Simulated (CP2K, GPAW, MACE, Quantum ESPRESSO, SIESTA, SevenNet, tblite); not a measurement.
# Random packing of 40Si3N4-60SiO2 (mol %) (69 atoms) in GPAW

Aim: run random packing of 40Si3N4-60SiO2 (mol %) (69 atoms) in GPAW and see how near its forces come to a plane-wave reference, and at what cost.

Main program and level: GPAW 26.7.0; the method is named at each step.

## Step 1: Starting point

The cell holds 69 atoms: 27 Si, 24 N and 18 O. Its edges and angles: a = 9.700 Å, b = 9.700 Å, c = 9.700 Å, α = 90.0°, β = 90.0°, γ = 90.0°. 69 atoms (27 Si, 24 N, 18 O) packed at random in a cube at 2.52 g/cm³ and pushed apart as soft spheres, cations and anions kept from their own kind; a start for melting by ab initio MD, not an equilibrated structure. Then every atom was moved at random, 0.03 Å r.m.s. a Cartesian component.

The yardstick, on the same geometry:

- method: Kohn-Sham DFT, PBE, SSSP efficiency 1.3.0 pseudopotentials, plane waves (Quantum ESPRESSO 7.5); sssp-pbe-1.3.0-efficiency, cutoffs 60/480 Ry, Γ point
- r.m.s. force component: 1.567 eV/Å
- longest force: 5.237 eV/Å
- pressure: -19.56 GPa
- time: 5.1 min on 4 MPI ranks of Intel Xeon Platinum 8375C at 2.90GHz (Ice Lake), shared host
- CPU time: 20 min

## Step 2: PBE, LCAO dzp, h 0.18 Å

Method: Kohn-Sham DFT, PBE, PAW, atomic orbitals (dzp).

Contents of run.py:

```python
import numpy as np
from ase.io import read
from gpaw import GPAW, FermiDirac

atoms = read("structure.xyz")
atoms.calc = GPAW(
    mode="lcao",
    basis="dzp",
    h=0.18,
    xc="PBE",
    kpts={"size": (1, 1, 1), "gamma": True},
    occupations=FermiDirac(0.05),
    maxiter=200,
    symmetry={"point_group": False},
    txt="gpaw.txt",
)
energy = atoms.get_potential_energy(force_consistent=True)
forces = atoms.get_forces()
print(f"energy {energy:.6f} eV")
print("forces (eV/A)")
for i, (a, f) in enumerate(zip(atoms, forces)):
    print(f"{i:4d} {a.symbol:2s} {f[0]:10.5f} {f[1]:10.5f} {f[2]:10.5f}")
print(f"Fermi level {atoms.calc.get_fermi_level():.4f} eV")
for k in range(len(atoms.calc.get_ibz_k_points())):
    for s in range(atoms.calc.get_number_of_spins()):
        e = atoms.calc.get_eigenvalues(kpt=k, spin=s)
        n = np.searchsorted(e, atoms.calc.get_fermi_level())
        print(f"k {k} spin {s} levels about the Fermi level:", np.round(e[max(n - 6, 0):n], 4).tolist(), "|", np.round(e[n:n + 6], 4).tolist())
```

Contents of structure.xyz:

```xyz
69
Lattice="9.70030 0.00000 0.00000 0.00000 9.70030 0.00000 0.00000 0.00000 9.70030" Properties=species:S:1:pos:R:3 pbc="T T T"
Si 2.38375 1.73102 4.17239
Si 7.06473 8.20248 3.97111
Si 2.26162 5.56390 1.18703
Si 9.28707 7.39861 1.78670
Si 1.60841 8.65674 4.31421
Si 6.43925 0.77117 5.47155
Si 0.61810 2.78758 5.67720
Si 4.51927 7.28328 4.23166
Si 4.56108 0.46804 2.48473
Si 4.42033 3.99749 3.13291
Si 1.53750 2.41634 0.68387
Si 4.36281 5.54760 9.34022
Si 2.04133 5.83851 4.45447
Si 7.09257 5.52839 0.25774
Si 9.23333 0.15094 0.39538
Si 7.61202 8.20160 7.02108
Si 7.27222 5.37688 6.71852
Si 6.53441 3.26609 1.81512
Si 6.18249 2.98614 7.28861
Si 2.98265 8.99800 9.66965
Si 6.92301 8.72658 9.50532
Si 7.13942 0.57271 1.98536
Si 3.41402 3.04201 6.19966
Si 9.42937 2.42081 8.21198
Si 1.21991 4.46776 8.70990
Si 9.00750 4.55817 1.73597
Si 3.07092 7.17415 7.19025
N 4.59610 8.38989 2.28946
N 2.70570 5.53538 8.60291
N 5.33924 1.39170 7.27901
N 0.36376 4.87023 4.18403
N 9.55053 7.10518 5.37591
N 1.46378 2.07169 7.11177
N 2.29218 4.75247 2.76691
N 3.82075 4.18607 0.80803
N 1.67961 9.19278 7.17977
N 8.66955 8.39047 8.67090
N 0.31856 8.13739 3.18461
N 8.27940 1.13105 8.74084
N 1.86498 7.41278 1.02833
N 9.18871 5.60668 0.28936
N 3.12621 2.09410 2.15376
N 7.77848 2.14406 6.18239
N 1.11893 0.21641 1.95907
N 7.25980 6.41558 4.40985
N 4.26144 6.68855 5.90157
N 4.52538 4.45127 6.61512
N 6.19345 7.08869 7.18007
N 4.29296 8.23429 8.09092
N 1.87361 5.55885 6.32624
N 0.76603 2.90660 2.96849
O 8.15980 3.54177 3.69417
O 4.13349 1.64003 4.71493
O 5.07112 5.64654 3.38744
O 6.30228 1.36706 3.92464
O 8.43228 9.36554 5.96753
[... 9 atom lines left out ...]
O 0.60704 7.10605 7.70592
O 6.73269 7.50619 1.15948
O 8.28221 0.46930 3.17724
O 2.72860 1.27452 8.94406
```

Launch:

```bash
$ OMP_NUM_THREADS=1 python run.py > output.txt
```

What it wrote:

```text
energy -364.406473 eV
forces (eV/A)
   0 Si    1.76046   -3.60977   -3.83200
   1 Si    0.98195   -2.24243    0.82500
   2 Si    1.19461    1.12461   -0.48339
   3 Si    2.03965    0.84418   -0.63009
   4 Si   -1.20306    0.28879    0.02958
   5 Si    0.26210    1.05449    2.12307
   6 Si   -2.51821    1.12367   -0.45421
   7 Si    0.83864   -0.83030   -1.31310
   8 Si   -1.71231   -0.09535    0.57700
   9 Si   -0.88638    1.51061   -2.52141
  10 Si    2.54043   -2.39197    1.32147
  11 Si   -0.26828   -2.01574    0.14857
  12 Si   -2.27111   -0.63844    0.49090
  13 Si   -0.43962    0.37555    0.19329
  14 Si   -0.09892    0.07139   -0.30750
  15 Si    2.72019    0.56773    0.23007
  16 Si    0.04935    1.32210   -0.30489
  17 Si    2.28058   -0.24749    1.09304
  18 Si   -0.40916   -0.48059   -0.43246
  19 Si   -0.41506    0.47750   -1.07657
  20 Si   -0.53336    0.77530    1.19597
  21 Si    0.44471    1.70968    0.26974
  22 Si    2.69375   -0.62549    2.77339
  23 Si   -0.15267   -0.97888   -1.27518
[...]
61 O    -0.11581    0.17344   -1.91967
  62 O     1.62403   -0.47209   -0.91118
  63 O     0.58885   -3.26862    0.47292
  64 O    -1.49128   -1.02273   -1.71793
  65 O     0.82875    1.47784   -1.11808
  66 O     0.45588   -0.05313   -2.49446
  67 O    -0.27810   -1.76518   -0.84942
  68 O    -0.73861   -1.43871    2.68571
Fermi level 4.4298 eV
k 0 spin 0 levels about the Fermi level: [4.2159, 4.2898, 4.3382, 4.3505, 4.4157, 4.4248] | [4.4997, 4.5822, 4.5855, 4.6977, 4.7185, 4.7668]
```

gpaw.txt:

```text
Input parameters:
  mode=LCAO(),
  basis={'default': 'dzp'},
  h=0.18,
  kpts=MonkhorstPack(size=(1, 1, 1), gamma=True),
  maxiter=200,
  occupations=Occupations(name='fermi-dirac', width=0.05, fixmagmom=False),
  symmetry=Symmetry(point_group=False),
  xc=XC(name='PBE')
Unit cell  # Å
| periodic |        x |        y |        z |  lengths |    angles |
|----------|----------|----------|----------|----------|-----------|
|      yes | 9.700300 | 0.000000 | 0.000000 | 9.700300 | 90.000000 |
|      yes | 0.000000 | 9.700300 | 0.000000 | 9.700300 | 90.000000 |
|      yes | 0.000000 | 0.000000 | 9.700300 | 9.700300 | 90.000000 |
Number of symmetries: 1
Symmetry operations  # r_c * U_cc + t_c -> r_c
|   | kind |            matrix            |
|---|------|------------------------------|
| 0 |  E   |  1, 0, 0,  0, 1, 0,  0, 0, 1 |
BZ-sampling:
  Number of BZ points: 1
  Number of IBZ points: 1
  Monkhorst-Pack size: [1, 1, 1]
  Monkhorst-Pack shift: [0, 0, 0]
[... lines left out ...]
  Fermi-Dirac:
[... lines left out ...]
    Stencil: 6*3+1=19 point O(h^6) finite-difference Laplacian
xc functional:
  name: PBE with 2 nearest neighbor stencil
interpolation: tri-quintic # 5. degree polynomial
Initialization done in: 10.135 s
convergence criteria:
- Maximum [total energy] change in last 3 cyles: 0.0005 eV / valence electron
- Maximum integral of absolute [dens]ity change: 0.0001 electrons / valence electron
- Maximum integral of absolute [eigenst]ate change: 4e-08 eV^2 / valence electron
maximum number of iterations: 200
SCF iterations
|iter     |      energy | eigst |  dens |
|---------|-------------|-------|-------|
|iter:   1| -399.874279 |      c|       |
|iter:   2| -385.255136 |      c| -0.76 |
|iter:   3| -382.755742 |      c| -0.86 |
|iter:   4| -368.895388 |      c| -0.96 |
[...]
|iter:  10| -364.357472 |      c| -1.64 |
|iter:  11| -364.307394 |      c| -1.94 |
|iter:  12| -364.252303c|      c| -2.08 |
|iter:  13| -364.253729c|      c| -2.32 |
|iter:  14| -364.241403c|      c| -2.34 |
[...]
|iter:  26| -364.230105c|      c| -3.80 |
|iter:  27| -364.230103c|      c| -3.97 |
|iter:  28| -364.230124c|      c| -4.04c|
Converged in 28 steps
SCF loop duration: 257.808 s (9.207 s/step)
Energy contributions relative to reference atoms: (reference = -285227.952278)
Energy contributions:
  Kinetic:         -82.204059
  Coulomb:          32.218570
  Zero:              9.946953
  External:          0.000000
  Xc:             -324.015239
  Entropy:          -0.352699
  Spinorbit:         0.000000
  ----------------------------
  Free energy:    -364.406473
  Extrapolated:   -364.230124
dipole moment: (37.484561, -20.396752, 16.417488)  # |e|*Ang
Fermi level: 4.430
Eigenvalues  # (at kpt = [0.000, 0.000, 0.000])
| band index |      eig [eV] | occ [0-2] |
|------------|---------------|-----------|
|          0 |       -17.450 |     2.000 |
|        ... |               |           |
|        161 |         4.147 |     1.993 |
|        162 |         4.169 |     1.989 |
[...]
|        176 |         4.840 |     0.001 |
|        ... |               |           |
|        205 |         7.546 |     0.000 |
Gap: 0.075 eV
Transition (v -> c):
  (s=0, k=0, n=168, [0.00, 0.00, 0.00]) -> (s=0, k=0, n=169, [0.00, 0.00, 0.00])
No difference between direct/indirect transitions
Force computation time: 21.148  # s
timing:  # [seconds]
  Total:  289.133  # ━━━━━━━━━━━━━━━━━━━━━━━━━━━━━━━━━━━━━━━━━━━━━━━━━━━━━━━━
  Init:    10.135  # ━━
  SCF:    257.808  # ━━━━━━━━━━━━━━━━━━━━━━━━━━━━━━━━━━━━━━━━━━━━━━━━━━
  Forces:  21.148  # ━━━━
```

The job ended after 4.8 min (1 thread of Intel Xeon Platinum 8375C at 2.90GHz (Ice Lake), shared host; peak memory 1.1 GiB).

Banners, paths, timers and routine set-up lines are dropped from the logs unmarked, and long logs keep their key lines alone; longer cuts are marked.

Compared with the plane-wave run:

```yaml
r_m_s_force_component: 1.472 eV/Å
r_m_s_difference_of_force_components: 268.8 meV/Å
longest_difference_of_force_vectors: 1070 meV/Å
force_difference_over_r_m_s_force: 17.15 %
slope_of_forces_against_the_reference_s: 0.9263
correlation_of_force_components: 0.9863
```

Length of the force difference by element (eV/Å):

```csv
element,atoms,mean,most
N,24,0.35,0.58
O,18,0.44,1.1
Si,27,0.43,0.87
```

The surroundings of N46, which has 2 bonded neighbours where the commonest count for N is 1, nearest first, numbered as they follow in the input and with coordinates relative to it.

```csv
atom,x,y,z,distance (Å),bonds,Fx,Fy,Fz (eV/Å)
N46,0.00,0.00,0.00,0.00,2,-0.33,-0.01,-0.85
Si8,0.26,0.59,-1.67,1.79,2,0.84,-0.83,-1.31
Si27,-1.19,0.49,1.29,1.82,2,-1.99,-0.37,-0.18
O63,0.32,2.32,0.08,2.35,0,1.62,-0.47,-0.91
N48,1.93,0.40,1.28,2.35,1,3.87,-0.47,0.41
N47,0.26,-2.24,0.71,2.36,1,0.44,-1.81,0.26
N50,-2.39,-1.13,0.42,2.68,1,1.59,2.09,-1.57
N49,0.03,1.55,2.19,2.68,1,-2.57,-0.52,2.19
Si13,-2.22,-0.85,-1.45,2.78,2,-2.27,-0.64,0.49
O54,0.81,-1.04,-2.51,2.84,2,-1.58,-0.01,0.74
```

Atoms are counted from 1 here, from 0 in the log.

Forces lie 17 % from the reference's, at 0.24 times its CPU time (on 1 against 4 cores).

## Step 3: PBE, LCAO dzp, h 0.25 Å

Method: Kohn-Sham DFT, PBE, PAW, atomic orbitals (dzp).

Edit run.py of step 2 so:

```diff
@@ -8,3 +8,3 @@
     basis="dzp",
-    h=0.18,
+    h=0.25,
     xc="PBE",
```

structure.xyz is that of step 2.

What it wrote:

```text
energy -344.035950 eV
forces (eV/A)
   0 Si    1.74026   -3.59339   -3.85749
   1 Si    0.98089   -2.22064    0.84183
   2 Si    1.18748    1.14282   -0.49501
   3 Si    2.02648    0.84191   -0.64025
   4 Si   -1.19946    0.27509    0.04494
   5 Si    0.26463    1.04378    2.15415
[...]
66 O     0.74316   -0.01215   -2.24263
  67 O    -0.43116   -1.69156   -1.02710
  68 O    -1.07998   -1.73521    2.92212
Fermi level 4.4413 eV
k 0 spin 0 levels about the Fermi level: [4.2241, 4.3006, 4.3486, 4.3587, 4.427, 4.439] | [4.5136, 4.5915, 4.5934, 4.7056, 4.7313, 4.7804]
```

gpaw.txt:

```text
Input parameters:
  mode=LCAO(),
  basis={'default': 'dzp'},
  h=0.25,
  kpts=MonkhorstPack(size=(1, 1, 1), gamma=True),
  maxiter=200,
  occupations=Occupations(name='fermi-dirac', width=0.05, fixmagmom=False),
[... lines left out ...]
  Fermi-Dirac:
[... lines left out ...]
convergence criteria:
- Maximum [total energy] change in last 3 cyles: 0.0005 eV / valence electron
[... lines left out ...]
Converged in 28 steps
[... lines left out ...]
  Free energy:    -344.035950
[... lines left out ...]
Fermi level: 4.441
[... lines left out ...]
|        ... |               |           |
|        205 |         7.559 |     0.000 |
Gap: 0.075 eV
Transition (v -> c):
  (s=0, k=0, n=168, [0.00, 0.00, 0.00]) -> (s=0, k=0, n=169, [0.00, 0.00, 0.00])
No difference between direct/indirect transitions
Force computation time: 11.126  # s
timing:  # [seconds]
  Total:  155.673  # ━━━━━━━━━━━━━━━━━━━━━━━━━━━━━━━━━━━━━━━━━━━━━━━━━━━━━━━━
  Init:     7.318  # ━━╸
  SCF:    137.198  # ━━━━━━━━━━━━━━━━━━━━━━━━━━━━━━━━━━━━━━━━━━━━━━━━━╸
  Forces:  11.126  # ━━━━
```

It took 2.6 min on 1 thread; peak memory 0.6 GiB.

Compared with the plane-wave run:

```
r.m.s. force component                          : 1.543 eV/Å
r.m.s. difference of force components           : 567.5 meV/Å
longest difference of force vectors             : 2117 meV/Å
force difference over r.m.s. force              : 36.21 %
slope of forces against the reference's         : 0.9192
correlation of force components                 : 0.9335
energy less the same-level run's                : 295.2 meV/atom
r.m.s. force difference from the same-level run : 493.6 meV/Å
```

This is a coarse setting, run to see what it loses.

Against the first run (17 %), the force difference from the reference is 36 %, at 0.54 times the CPU time: the grid matters here.

The forces add up to 13 eV/Å instead of zero, usually a sign of too coarse a grid.

## Step 4: PBE, LCAO sz(dzp), h 0.18 Å

Method: Kohn-Sham DFT, PBE, PAW, atomic orbitals (sz(dzp)).

Edit run.py of step 3 so:

```diff
@@ -7,4 +7,4 @@
     mode="lcao",
-    basis="dzp",
-    h=0.25,
+    basis="sz(dzp)",
+    h=0.18,
     xc="PBE",
```

structure.xyz is that of step 3.

What it wrote:

```text
energy -293.022654 eV
forces (eV/A)
   0 Si    0.21157   -4.42097   -5.99369
   1 Si    1.19899   -1.32542   -0.10307
   2 Si    0.35382    1.62890   -0.25009
   3 Si    1.33739    0.16016   -1.46819
   4 Si   -1.46644   -2.72816    0.45692
   5 Si    0.06146   -0.43707    3.35245
[...]
66 O    -0.13006   -0.80649   -0.33699
  67 O     2.25792   -1.46922    1.61114
  68 O    -0.38999   -0.47922    1.46270
Fermi level 5.2155 eV
k 0 spin 0 levels about the Fermi level: [4.967, 5.0338, 5.0546, 5.0932, 5.1356, 5.2078] | [5.2407, 5.2723, 5.3401, 5.347, 5.4243, 5.482]
```

gpaw.txt:

```text
Input parameters:
  mode=LCAO(),
  basis={'default': 'sz(dzp)'},
  h=0.18,
  kpts=MonkhorstPack(size=(1, 1, 1), gamma=True),
  maxiter=200,
  occupations=Occupations(name='fermi-dirac', width=0.05, fixmagmom=False),
[... lines left out ...]
  Fermi-Dirac:
[... lines left out ...]
convergence criteria:
- Maximum [total energy] change in last 3 cyles: 0.0005 eV / valence electron
[... lines left out ...]
Converged in 28 steps
[... lines left out ...]
  Free energy:    -293.022654
[... lines left out ...]
Fermi level: 5.215
[... lines left out ...]
|        ... |               |           |
|        205 |         8.150 |     0.000 |
Gap: 0.033 eV
Transition (v -> c):
  (s=0, k=0, n=167, [0.00, 0.00, 0.00]) -> (s=0, k=0, n=168, [0.00, 0.00, 0.00])
No difference between direct/indirect transitions
Force computation time: 4.762  # s
timing:  # [seconds]
  Total:  91.354  # ━━━━━━━━━━━━━━━━━━━━━━━━━━━━━━━━━━━━━━━━━━━━━━━━━━━━━━━━━
  Init:    6.438  # ━━━━
  SCF:    80.129  # ━━━━━━━━━━━━━━━━━━━━━━━━━━━━━━━━━━━━━━━━━━━━━━━━━━
  Forces:  4.762  # ━━━
```

Elapsed: 93 s, on 1 thread; peak memory 0.86 GiB.

Compared with the plane-wave run:

```yaml
r_m_s_force_component: 1.57 eV/Å
r_m_s_difference_of_force_components: 1371 meV/Å
longest_difference_of_force_vectors: 4386 meV/Å
force_difference_over_r_m_s_force: 87.46 %
slope_of_forces_against_the_reference_s: 0.6193
correlation_of_force_components: 0.6182
```

This is a coarse setting, run to see what it loses.

Against the first run (17 %), the force difference from the reference is 87 %, at 0.32 times the CPU time, with 276 basis functions against 897: the smaller basis costs accuracy.

## Step 5: Side by side

Differences are against the plane-wave reference, forces as r.m.s. over components; share is that over the reference's r.m.s. force, slope the least-squares factor from reference forces to these. Total energies of different programs have different zeros and aren't compared.

```csv
run,"Δ force, r.m.s. (meV/Å)",share (%),slope,cores,CPU time,memory (GiB)
reference,-,-,-,4,20 min,3.0
"GPAW PBE, LCAO dzp, h 0.18 Å",269,17.1,0.926,1,4.8 min,1.1
"GPAW PBE, LCAO dzp, h 0.25 Å (coarse)",568,36.2,0.919,1,2.6 min,0.6
"GPAW PBE, LCAO sz(dzp), h 0.18 Å (coarse)",1371,87.5,0.619,1,93 s,0.86
```

Rows marked coarse were listed beforehand as settings not expected to be converged; some can still land near the reference.

CPU time is summed over cores on a shared host, where runs went side by side, so it is rough. Symmetry, cutoffs, thresholds, outputs and thread counts weren't matched or tuned between programs; memory under MPI is the largest rank's times the ranks.

Within one program, basis, potentials and functional, energies share a zero. Each run against its twin at the usual cutoff or grid and solver:

```csv
run,twin,Δ energy (meV/atom),"Δ force, r.m.s. (meV/Å)",CPU time over the twin's
"GPAW PBE, LCAO dzp, h 0.25 Å","LCAO dzp, h 0.18 Å",295,494,0.54
```

A second geometry, displaced anew (every atom was moved at random, 0.08 Å r.m.s. a Cartesian component), gives an energy difference that all programs can be tested on. The reference puts it at 11.35 meV/atom.

```csv
run,energy less the first geometry's (meV/atom),error (meV/atom),force share at the second geometry (%)
"GPAW PBE, LCAO dzp, h 0.18 Å",22.14,10.8,15.1
"GPAW PBE, LCAO dzp, h 0.25 Å",27.84,16.5,26.2
"GPAW PBE, LCAO sz(dzp), h 0.18 Å",74.89,63.5,75.3
```

## Step 6: Results

- nearest in forces: GPAW PBE, LCAO dzp, h 0.18 Å, 17 %
- its CPU time: 4.8 min

What this shows: The PBE run in local orbitals, coarse settings apart, differs by 17 % (GPAW PBE, LCAO dzp, h 0.18 Å); basis, grid and potentials can all enter. Runs with settings chosen to be coarse differ by 36 % (GPAW PBE, LCAO dzp, h 0.25 Å) to 87 % (GPAW PBE, LCAO sz(dzp), h 0.18 Å), their programs' other errors included. Of the electronic-structure runs that take under half the reference's CPU time, GPAW PBE, LCAO dzp, h 0.18 Å comes nearest, at 17 % in 4.8 min against 20 min. The energy difference between the two geometries, 11.3 meV/atom in the reference, is met best by GPAW PBE, LCAO dzp, h 0.18 Å (+10.8) and worst by GPAW PBE, LCAO sz(dzp), h 0.18 Å (coarse) (+63.5). The reference's stress is far from hydrostatic: its diagonal is -18.1, -22.9, -17.6 GPa, compression counted positive. The reference's pressure of -20 GPa says that the cell would shrink at this level of theory. The electronic-structure runs sample only Γ, in a cell whose shortest periodic width is 10 Å, which is coarse for a cell with partly filled levels.

[Also dropped from logs without a mark: logging warnings of Python, and SIESTA's first energy breakdown and zero terms.]

[Logs are printed without paths, hosts, clocks, repeated set-up lines and the standing remarks that a program may print on its own settings, such as how far it seeks lower states.]

[Hosts, paths, dates, database ids (printed as entryN), source tags and the programs' standing remarks are cut or masked in the printed files.]
